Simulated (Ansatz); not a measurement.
# CsTl (hypothetical, Fd-3m): a volume series of phonon spectra

Wanted: mode Grüneisen parameters of CsTl (hypothetical) and a free-energy fit over volumes. The crystal structure is hypothetical: it was made by swapping elements on a known structure type.

Calculated with Ansatz 0.2.0; DFT PBE, scalar-relativistic, plane waves, PAW.

### Step 1. Starting point

The structure is cubic, space group Fd-3m (No. 227). Conventional cell: a = 9.324 Å, b = 9.324 Å, c = 9.324 Å, α = 90.00°, β = 90.00°, γ = 90.00°. Cs has 4 Tl at 4.04 Å and 4 Cs at 4.04 Å nearest. Tl has 4 Cs at 4.04 Å and 4 Tl at 4.04 Å nearest. Farther neighbours are not listed.

### Step 2. A first coarse run

A cheap single point shows whether the cell is a metal or an insulator and how far it is from rest; that sets the k-mesh and the occupations of what follows.

input.yaml

```yaml
crystal:
  lattice:
    - [0.0, 4.66195, 4.66195]
    - [4.66195, 0.0, 4.66195]
    - [4.66195, 4.66195, 0.0]
  atoms:
    - { symbol: Cs, position: [0.75, 0.75, 0.75] }
    - { symbol: Cs, position: [0.5, 0.5, 0.5] }
    - { symbol: Tl, position: [0.0, 0.0, 0.0] }
    - { symbol: Tl, position: [0.25, 0.25, 0.25] }
kpoints:
  mp_grid: { grid: [4, 4, 4] }
hamiltonian:
  xc: pbe
scf:
  occupations: { method: gaussian, width: 0.1 }
output:
  forces: true
  stress: true
  eigenvalues: true
```

Launch:

```console
$ ansatz run input.yaml --threads 4 --pin off --max-ram 16384MiB --backend cpu --events-out ev --progress --plain --runs-dir out
```

Numbers of over 12 decimals in the logs are rounded to 6 here.

What it wrote:

```text
Engine: ansatz 0.2.0, aarch64-unknown-linux-gnu
Pseudopotentials: kind: paw
Pseudopotential: Cs, paw, valence charge 9, recommended cutoff 420 eV (normal), Cs.paw.azcp
Pseudopotential: Tl, paw, valence charge 13, recommended cutoff 420 eV (normal), Tl.paw.azcp
Functional definition: PBE
  parameter kappa = 0.804
  parameter beta = 0.066725
  exchange = pbe_x(kappa = kappa, mu = beta*pi^2/3)
  correlation = pbe_c(beta = beta)
Crystal: 4 atoms, lattice volume = 202.644 Å³
Basis set: ecut = 420 eV, 3839 PW (Γ), exchange–correlation on 90×90×90 points (8 copies of the dense FFT grid, shifted against one another)
Bands: 27, of which v1, the nominal top of the filled ones, is band 22 counted from 1 (21 counted from 0)
Symmetry: 48 space group operations
Space group: Fd-3m (ITA 227), of the structure as read, at distance tolerance 5.9e-5 Å
k-points: 8 of 64
Non-local potential: Cs, projectors of the file, l = 0: 3, l = 1: 2, l = 2: 2, l = 3: 2
Non-local potential: Tl, projectors of the file, l = 0: 2, l = 1: 2, l = 2: 2, l = 3: 1
PAW form: soft (Blöchl's): semilocal exchange-correlation on the pseudo side does not see the compensation charge
PAW one-centre angular grid: Cs, 194 points (default); XC on 64 Gauss nodes
PAW one-centre angular grid: Tl, 590 points (default); XC on 64 Gauss nodes
Initial density: superposition of atomic densities (neutral atoms: chi_scale 0, normalization atom), corrected by the library's trained network
Initial wavefunctions: pseudopotential atomic-orbital guess
Functional: x = pbe(κ = 0.804, μ = 0.219515), c = pbe(β = 0.066725)
SCF iter   1: F=—  HF=-34229.775043 eV  |F-HF|=—  |Δ(HF+E_count)|=         —  Δρ=7.13e-4  dr2=1.11e-3  ethr=1.77e-3  ⟨swp⟩=9.5  Hψ=1030  notcnv=0
preconditioner: auto → Resta (q_TF=auto, 2.115 Å⁻¹)  ε∞=3.3  [insulator: Δε(μ)=0.134 eV  Ē_g=10.971 eV  σ=0.100 eV  W_gap=0.60  n_scr=26 (ndim 8)  ℏωp=16.5 eV  f_vac=0.000  D(μ)=3.46/eV (n_scr^D=14)  ε∞_Penn≈3.3]
SCF iter   2: F=—  HF=-34229.777042 eV  |F-HF|=—  |Δ(HF+E_count)|=   2.00e-3  Δρ=3.64e-4  dr2=1.68e-4  ethr=2.52e-6  ⟨swp⟩=2.5  Hψ=459  notcnv=0
SCF iter   3: F=—  HF=-34229.777376 eV  |F-HF|=—  |Δ(HF+E_count)|=   3.34e-4  Δρ=9.95e-5  dr2=2.02e-5  ethr=3.83e-7  ⟨swp⟩=2.0  Hψ=328  notcnv=0
SCF iter   4: F=—  HF=-34229.777451 eV  |F-HF|=—  |Δ(HF+E_count)|=   7.49e-5  Δρ=1.97e-5  dr2=1.62e-6  ethr=4.59e-8  ⟨swp⟩=2.9  Hψ=391  notcnv=0
iter 5 did not close the SCF: its close was put off for the readings that it lacked (scf_convergence_deferred on its scf_iter line)
SCF iter   5: F=-34229.777451 eV  HF=-34229.777451 eV  |F-HF|=3.96e-8  |Δ(HF+E_count)|=   4.81e-7  Δρ=4.94e-6  dr2=7.84e-8  ethr=3.69e-9  ⟨swp⟩=2.9  Hψ=383  notcnv=0
SCF iter   6: F=-34229.777451 eV  HF=-34229.777451 eV  |F-HF|=2.29e-9  |Δ(HF+E_count)|=   7.04e-9  Δρ=1.21e-6  dr2=9.82e-9  ethr=1.78e-10  ⟨swp⟩=4.6  Hψ=990  notcnv=0
SCF 1 converged in 6 iterations: F = -34229.777451 eV  dr2 = 9.82e-9
  greatest PAW one-centre occupation: 0.962 electrons in one spin orbital (limit 2), on the Tl atom at site 3 (counted from 0), in its partial waves of l = 2
SCF converged after 6 iterations
Free energy (F): -34229.777451 eV
Harris-Foulkes:  -34229.777451 eV  (|F-HF|=2.29e-9)
Internal energy: -34229.760163 eV  (E = F + TS)
E sigma→0 (E₀):  -34229.768807 eV
Entropy (-TS):   -0.017289 eV (-4.322 meV/atom)
Fermi energy:    5.635975 eV
--- Per-component energies (eV) ---
  E_band       = -214.030186
  E_kinetic    = 948.794446
  E_local      = -2943.961075  (includes V_loc(G=0)·N_el)
  E_nonlocal   = 694.136647
  E_hartree    = 1103.950244
  E_xc         = -807.208700
  E_vxc        = -533.390040  (∫ρ·V_xc dr)
  E_paw        = -30462.035247  (= ΣΔE_a)
  E_vpaw       = -587.508218  (= ΣTr[D̂ρ^β])
  E_aug_tail   = 0.000064  (compensation charges beyond the density's cutoff)
  E_ewald      = -2763.436541
  E_smearing   = -0.017289  (= −TS)
  E_closure    = 0.000000  (closes the sum)
  Σ components = -34229.777451   (vs F -34229.777451, Δ=0.00e0)
--- Forces (eV/Å), atoms counted from 1 ---
  atom   1  Cs     0.00000000     0.00000000     0.00000000
  atom   2  Cs     0.00000000     0.00000000     0.00000000
  atom   3  Tl     0.00000000     0.00000000     0.00000000
  atom   4  Tl     0.00000000     0.00000000     0.00000000
  max |Σ_I F_I| component: 7.63e-17 eV/Å
--- Stress (GPa, compression-positive) ---
       -0.970772       0.000000       0.000000
        0.000000      -0.970772       0.000000
        0.000000      -0.000000      -0.970772
  P = ⅓ Tr σ = -0.9708 GPa (-9.708 kbar)
--- Band table (eV; the first three rows and the last of 8) ---
  k-point 0: bands = [... 18 lower, -1.0107, 0.9665, 5.8573, 5.8573, 5.8573, 6.9311, 6.9311, 6.9311, ... 1 higher]
  k-point 1: bands = [... 18 lower, -0.7465, 0.6857, 5.4690, 5.5351, 5.5351, 7.1070, 7.1070, 7.2863, ... 1 higher]
  k-point 2: bands = [... 18 lower, -0.3926, 0.3156, 5.1616, 5.3360, 5.3360, 7.2687, 7.2687, 8.2060, ... 1 higher]
  k-point 7: bands = [... 18 lower, -0.0559, -0.0559, 5.1597, 5.1597, 6.9603, 6.9603, 7.2771, 7.2771, ... 1 higher]
```

Elapsed: 1.4 s, on 4 threads of Arm Neoverse V1, shared host; peak memory 0.5 GiB.

Numbers from this step:

```yaml
pressure: -0.9708 GPa
volume_per_atom: 50.66 Å³
gap_on_the_k_mesh: 0 eV
```

The start is under -0.97 GPa at this level and looks like a metal on this mesh.

### Step 3. Relaxation

Phonons are second derivatives about a minimum, so cell and atoms are relaxed first, inside the symmetry of the start.

Edit input.yaml of step 2 so:

```diff
@@ -11,3 +11,3 @@
 kpoints:
-  mp_grid: { grid: [4, 4, 4] }
+  mp_grid: { grid: [8, 8, 8] }
 hamiltonian:
@@ -20 +20,6 @@
   eigenvalues: true
+relax:
+  adjacent_minimum: "off"
+  f_tol: 0.005
+  max_steps: 80
+  cell: { stress_tol: 0.05 }
```

What it wrote:

```text
[...]
Crystal: 4 atoms, lattice volume = 202.644 Å³
Basis set: ecut = 420 eV, 3839 PW (Γ), exchange–correlation on 90×90×90 points (8 copies of the dense FFT grid, shifted against one another)
Bands: 27, of which v1, the nominal top of the filled ones, is band 22 counted from 1 (21 counted from 0)
Symmetry: 48 space group operations
[...]
k-points: 29 of 512
[...]
SCF iter   1: F=—  HF=-34229.794321 eV  |F-HF|=—  |Δ(HF+E_count)|=         —  Δρ=6.86e-4  dr2=9.65e-4  ethr=1.77e-3  ⟨swp⟩=9.4  Hψ=3740  notcnv=0
[...]
SCF iter   7: F=-34229.796618 eV  HF=-34229.796618 eV  |F-HF|=6.25e-9  |Δ(HF+E_count)|=   1.32e-7  Δρ=1.48e-6  dr2=6.52e-9  ethr=2.27e-10  ⟨swp⟩=5.3  Hψ=3764  notcnv=0
SCF 1 converged in 7 iterations: F = -34229.796618 eV  dr2 = 6.52e-9
[...]
relax step   1: F+E_penalty+E_count = -34229.79661782 eV  Δ(F+E_penalty+E_count) = +0.000e0 eV  max|allowed force component| = 9.830e-18 eV/Å  Δτ_max = 0.0000 Å  P = -0.953 GPa  Ω = 202.644 Å³  (7 SCF iters, dr2 threshold 1.00e-7 eV, accepted)
Crystal: 4 atoms, lattice volume = 196.726 Å³
[...]
iter 1 solved again at ethr=2.89e-6 eV; its pass at ethr=3.10e-3 eV (dr2=1.27e-3 eV) is discarded
[...]
SCF iter   5: F=-34229.829700 eV  HF=-34229.829700 eV  |F-HF|=2.05e-8  |Δ(HF+E_count)|=   2.31e-7  Δρ=4.13e-6  dr2=1.01e-7  ethr=9.09e-10  ⟨swp⟩=6.7  Hψ=3696  notcnv=0
SCF 2 converged in 5 iterations: F = -34229.829700 eV  dr2 = 1.01e-7
relax step   2: F+E_penalty+E_count = -34229.82969966 eV  Δ(F+E_penalty+E_count) = -3.308e-2 eV  max|allowed force component| = 5.956e-17 eV/Å  Δτ_max = 0.0000 Å  P = -0.808 GPa  Ω = 196.726 Å³  energy of the carried Pulay correction = +4.713e-4 eV  (5 SCF iters, dr2 threshold 4.00e-7 eV, accepted)
Crystal: 4 atoms, lattice volume = 169.193 Å³
Basis set: ecut = 420 eV, 3287 PW (Γ), exchange–correlation on 90×90×90 points (8 copies of the dense FFT grid, shifted against one another)
[...]
SCF iter   6: F=-34229.881864 eV  HF=-34229.881864 eV  |F-HF|=1.92e-8  |Δ(HF+E_count)|=   1.44e-7  Δρ=8.28e-6  dr2=1.92e-7  ethr=9.09e-10  ⟨swp⟩=7.3  Hψ=3778  notcnv=0
SCF 3 converged in 6 iterations: F = -34229.881864 eV  dr2 = 1.92e-7
relax step   3: F+E_penalty+E_count = -34229.88186373 eV  Δ(F+E_penalty+E_count) = -5.216e-2 eV  max|allowed force component| = 1.872e-17 eV/Å  Δτ_max = 0.0000 Å  P = +0.419 GPa  Ω = 169.193 Å³  energy of the carried Pulay correction = +3.019e-3 eV  (6 SCF iters, dr2 threshold 4.00e-7 eV, accepted)
[...]
relax step   4: F+E_penalty+E_count = -34229.88973238 eV  Δ(F+E_penalty+E_count) = -7.869e-3 eV  max|allowed force component| = 3.816e-17 eV/Å  Δτ_max = 0.0000 Å  P = -0.010 GPa  Ω = 176.219 Å³  energy of the carried Pulay correction = +2.306e-3 eV  (5 SCF iters, dr2 threshold 4.00e-7 eV, accepted)
[...]
SCF iter   6: F=-34229.887678 eV  HF=-34229.887678 eV  |F-HF|=2.18e-11  |Δ(HF+E_count)|=  3.42e-10  Δρ=1.45e-7  dr2=2.14e-11  ethr=1.00e-12  ⟨swp⟩=3.9  Hψ=3696  notcnv=0
SCF 5 converged in 6 iterations: F = -34229.887678 eV  dr2 = 2.14e-11
relax step   5: F+E_penalty+E_count = -34229.88767806 eV  Δ(F+E_penalty+E_count) = +2.054e-3 eV  max|allowed force component| = 2.132e-17 eV/Å  Δτ_max = 0.0000 Å  P = -0.016 GPa  Ω = 176.219 Å³  stress off target by 1.60e-2 GPa  SCF on the basis re-selected at this cell (its energy is not comparable with the rows above)  (6 SCF iters)
basis re-selected at this cell: Δ(F+E_penalty+E_count) = +2.054e-3 eV, ΔP = -0.006 GPa vs the last step (what re-selecting the basis moved, of the pressure what is left beyond the Pulay correction that the steps carried, after the strain that the cell walked since its last selection, with what the two solves' SCF thresholds leave and, on support functions, any second-order correction that the steps lacked; it is no m [...]
SCF converged after 6 iterations
Free energy (F): -34229.887678 eV
[...]
Internal energy: -34229.876002 eV  (E = F + TS)
E sigma→0 (E₀):  -34229.881840 eV
Entropy (-TS):   -0.011676 eV (-2.919 meV/atom)
Fermi energy:    6.850079 eV
[...]
--- Stress (GPa, compression-positive) ---
       -0.016015      -0.000000      -0.000000
       -0.000000      -0.016015      -0.000000
       -0.000000      -0.000000      -0.016015
  P = ⅓ Tr σ = -0.0160 GPa (-0.160 kbar)
--- Band table (eV; the first three rows and the last of 29) ---
  k-point 0: bands = [... 18 lower, -0.0909, 2.4398, 6.9542, 6.9542, 6.9542, 8.2937, 8.2937, 8.2937, ... 1 higher]
  k-point 1: bands = [... 18 lower, 0.0163, 2.3234, 6.8207, 6.8207, 7.0258, 8.0834, 8.3342, 8.3342, ... 1 higher]
  k-point 2: bands = [... 18 lower, 0.2789, 2.0472, 6.5950, 6.5950, 6.7366, 8.4137, 8.4137, 8.6874, ... 1 higher]
  k-point 28: bands = [... 18 lower, 1.1231, 1.1231, 6.3241, 6.3241, 8.3850, 8.3850, 8.5923, 8.5923, ... 1 higher]
--- Relaxed structure (4 steps of the walk, 4 accepted, 1 SCFs on fresh bases) ---
  F+E_penalty+E_count = -34229.88767806 eV   max|allowed force component| = 2.132e-17 eV/Å   (the final SCF, on the basis selected at the relaxed cell)
  cell:  # Å, volume = 176.2190 Å³
    - [0, 4.449804, 4.449804]
    - [4.449804, 0, 4.449804]
    - [4.449804, 4.449804, 0]
  atoms:
    - { symbol: Cs, position: [0.750000, 0.750000, 0.750000] }
    - { symbol: Cs, position: [0.5, 0.5, 0.5] }
    - { symbol: Tl, position: [0, 0, 0] }
    - { symbol: Tl, position: [0.25, 0.25, 0.25] }
```

Run time: 12 s. Hardware: 4 threads; peak memory 0.6 GiB; 45 s of CPU time.

Relaxation path:

```
step  energy less that of the first step (eV)  largest force component (eV/Å)  pressure (GPa)  volume (Å³)
   1                                   0.0000                          0.0000           -0.95       202.64
   2                                  -0.0331                          0.0000           -0.81       196.73
   3                                  -0.0852                          0.0000            0.42       169.19
   4                                  -0.0931                          0.0000           -0.01       176.22
  5*                                  -0.0911                          0.0000           -0.02       176.22
```

Relaxation steps marked * repeat the geometry before them on a plane-wave basis chosen anew for their cell, so energy and pressure can jump there.

Forces are held to the 48 operations that the run works with; a distortion that breaks them can't arise in this run.

```
conventional cell, symmetrised  before  after   change
                         a (Å)   9.324  8.900   -4.6 %
                         b (Å)   9.324  8.900   -4.6 %
                         c (Å)   9.324  8.900   -4.6 %
              volume (Å³/atom)   50.66  44.05  -13.0 %
```

The relaxed structure:

```cif
data_structure
_symmetry_space_group_name_H-M 'P 1'
_symmetry_Int_Tables_number 1
_cell_length_a 6.2930
_cell_length_b 6.2930
_cell_length_c 6.2930
_cell_angle_alpha 60.000
_cell_angle_beta 60.000
_cell_angle_gamma 60.000
_cell_volume 176.22
loop_
_atom_site_label
_atom_site_type_symbol
_atom_site_fract_x
_atom_site_fract_y
_atom_site_fract_z
_atom_site_occupancy
Cs1 Cs 0.75000 0.75000 0.75000 1
Cs2 Cs 0.50000 0.50000 0.50000 1
Tl3 Tl 0.00000 0.00000 0.00000 1
Tl4 Tl 0.25000 0.25000 0.25000 1
```

This step gave:

```yaml
pressure: -0.01602 GPa
volume_per_atom: 44.05 Å³
```

The relaxation ends with a pressure of -0.02 GPa.

### Step 4. A second relaxation

The relaxation is run once more from where the first one ended, as the script does after a large change of volume or of the gap, with mesh and occupations reviewed.

Edit input.yaml of step 3 so:

```diff
@@ -2,5 +2,5 @@
   lattice:
-    - [0.0, 4.66195, 4.66195]
-    - [4.66195, 0.0, 4.66195]
-    - [4.66195, 4.66195, 0.0]
+    - [0.0, 4.4498041208, 4.4498041208]
+    - [4.4498041208, 0.0, 4.4498041208]
+    - [4.4498041208, 4.4498041208, 0.0]
   atoms:
```

What it wrote:

```text
[...]
Crystal: 4 atoms, lattice volume = 176.219 Å³
Basis set: ecut = 420 eV, 3479 PW (Γ), exchange–correlation on 90×90×90 points (8 copies of the dense FFT grid, shifted against one another)
Bands: 27, of which v1, the nominal top of the filled ones, is band 22 counted from 1 (21 counted from 0)
Symmetry: 48 space group operations
[...]
k-points: 29 of 512
[...]
--- Relaxed structure (1 steps of the walk, 1 accepted, 1 SCFs on fresh bases) ---
[...]
cell:  # Å, volume = 176.2190 Å³
    - [0.0, 4.4498041208, 4.4498041208]
    - [4.4498041208, 0.0, 4.4498041208]
    - [4.4498041208, 4.4498041208, 0.0]
  atoms:
    - { symbol: Cs, position: [0.750000, 0.750000, 0.750000] }
    - { symbol: Cs, position: [0.500000, 0.500000, 0.500000] }
    - { symbol: Tl, position: [0.0, 0.0, 0.0] }
    - { symbol: Tl, position: [0.250000, 0.250000, 0.250000] }
[key lines of the parts left out:]
SCF converged after 5 iterations
Free energy (F): -34229.887678 eV
Fermi energy:    6.850079 eV
P = ⅓ Tr σ = -0.0160 GPa (-0.160 kbar)
```

It took 5.3 s on 4 threads; peak memory 0.57 GiB; 18 s of CPU time.

Little changed from the start: no atom moved by 0.005 Å and no cell edge by 0.1 %.

Numbers from this step:

- pressure: -0.01601 GPa

### Step 5. Relaxing to small residual forces and stress

The thresholds are tightened for a last relaxation ahead of the phonons, and where mesh or smearing change with them the cell follows.

Edit input.yaml of step 4 so:

```diff
@@ -15,3 +15,3 @@
 scf:
-  occupations: { method: gaussian, width: 0.1 }
+  occupations: { method: methfessel_paxton, width: 0.2 }
 output:
@@ -22,4 +22,4 @@
   adjacent_minimum: "off"
-  f_tol: 0.005
-  max_steps: 80
-  cell: { stress_tol: 0.05 }
+  f_tol: 0.001
+  max_steps: 60
+  cell: { stress_tol: 0.01 }
```

What it wrote:

```text
[...]
Crystal: 4 atoms, lattice volume = 176.219 Å³
Basis set: ecut = 420 eV, 3479 PW (Γ), exchange–correlation on 90×90×90 points (8 copies of the dense FFT grid, shifted against one another)
Bands: 27, of which v1, the nominal top of the filled ones, is band 22 counted from 1 (21 counted from 0)
Symmetry: 48 space group operations
[...]
k-points: 29 of 512
[...]
--- Relaxed structure (3 steps of the walk, 3 accepted, 1 SCFs on fresh bases) ---
[...]
cell:  # Å, volume = 175.6694 Å³
    - [0, 4.445174, 4.445174]
    - [4.445174, 0, 4.445174]
    - [4.445174, 4.445174, 0]
  atoms:
    - { symbol: Cs, position: [0.75, 0.75, 0.75] }
    - { symbol: Cs, position: [0.5, 0.5, 0.5] }
    - { symbol: Tl, position: [0, 0, 0] }
    - { symbol: Tl, position: [0.25, 0.25, 0.25] }
[key lines of the parts left out:]
SCF converged after 6 iterations
Free energy (F): -34229.880847 eV
Fermi energy:    6.867570 eV
P = ⅓ Tr σ = 0.0002 GPa (0.002 kbar)
```

Run time: 8.4 s. Hardware: 4 threads; peak memory 0.57 GiB.

Relaxation path:

```
step  energy less that of the first step (eV)  largest force component (eV/Å)  pressure (GPa)  volume (Å³)
   1                                   0.0000                          0.0000           -0.03       176.22
   2                                   0.0000                          0.0000           -0.02       176.06
   3                                  -0.0001                          0.0000            0.00       175.67
  4*                                  -0.0001                          0.0000            0.00       175.67
```

Relaxation steps marked * repeat the geometry before them on a plane-wave basis chosen anew for their cell, so energy and pressure can jump there.

The run keeps the 48 symmetry operations that it works with, so distortions that break them were not tested.

```
conventional cell, symmetrised  before  after  change
                         a (Å)   8.900  8.890  -0.1 %
                         b (Å)   8.900  8.890  -0.1 %
                         c (Å)   8.900  8.890  -0.1 %
              volume (Å³/atom)   44.05  43.92  -0.3 %
```

Numbers from this step:

```
pressure        : 1.66e-4 GPa
volume per atom : 43.92 Å³
```

The residual pressure is 1.7e-4 GPa, small enough for phonons.

(Continued in part 2 of 4.)

[Logs are printed without paths, hosts, clocks, repeated set-up lines and the standing remarks that a program may print on its own settings, such as how far it seeks lower states.]

[Hosts, paths, dates, database ids (printed as entryN), source tags and the programs' standing remarks are cut or masked in the printed files.]

[A step with changed settings may run another functional than the one named; its input shows which.]


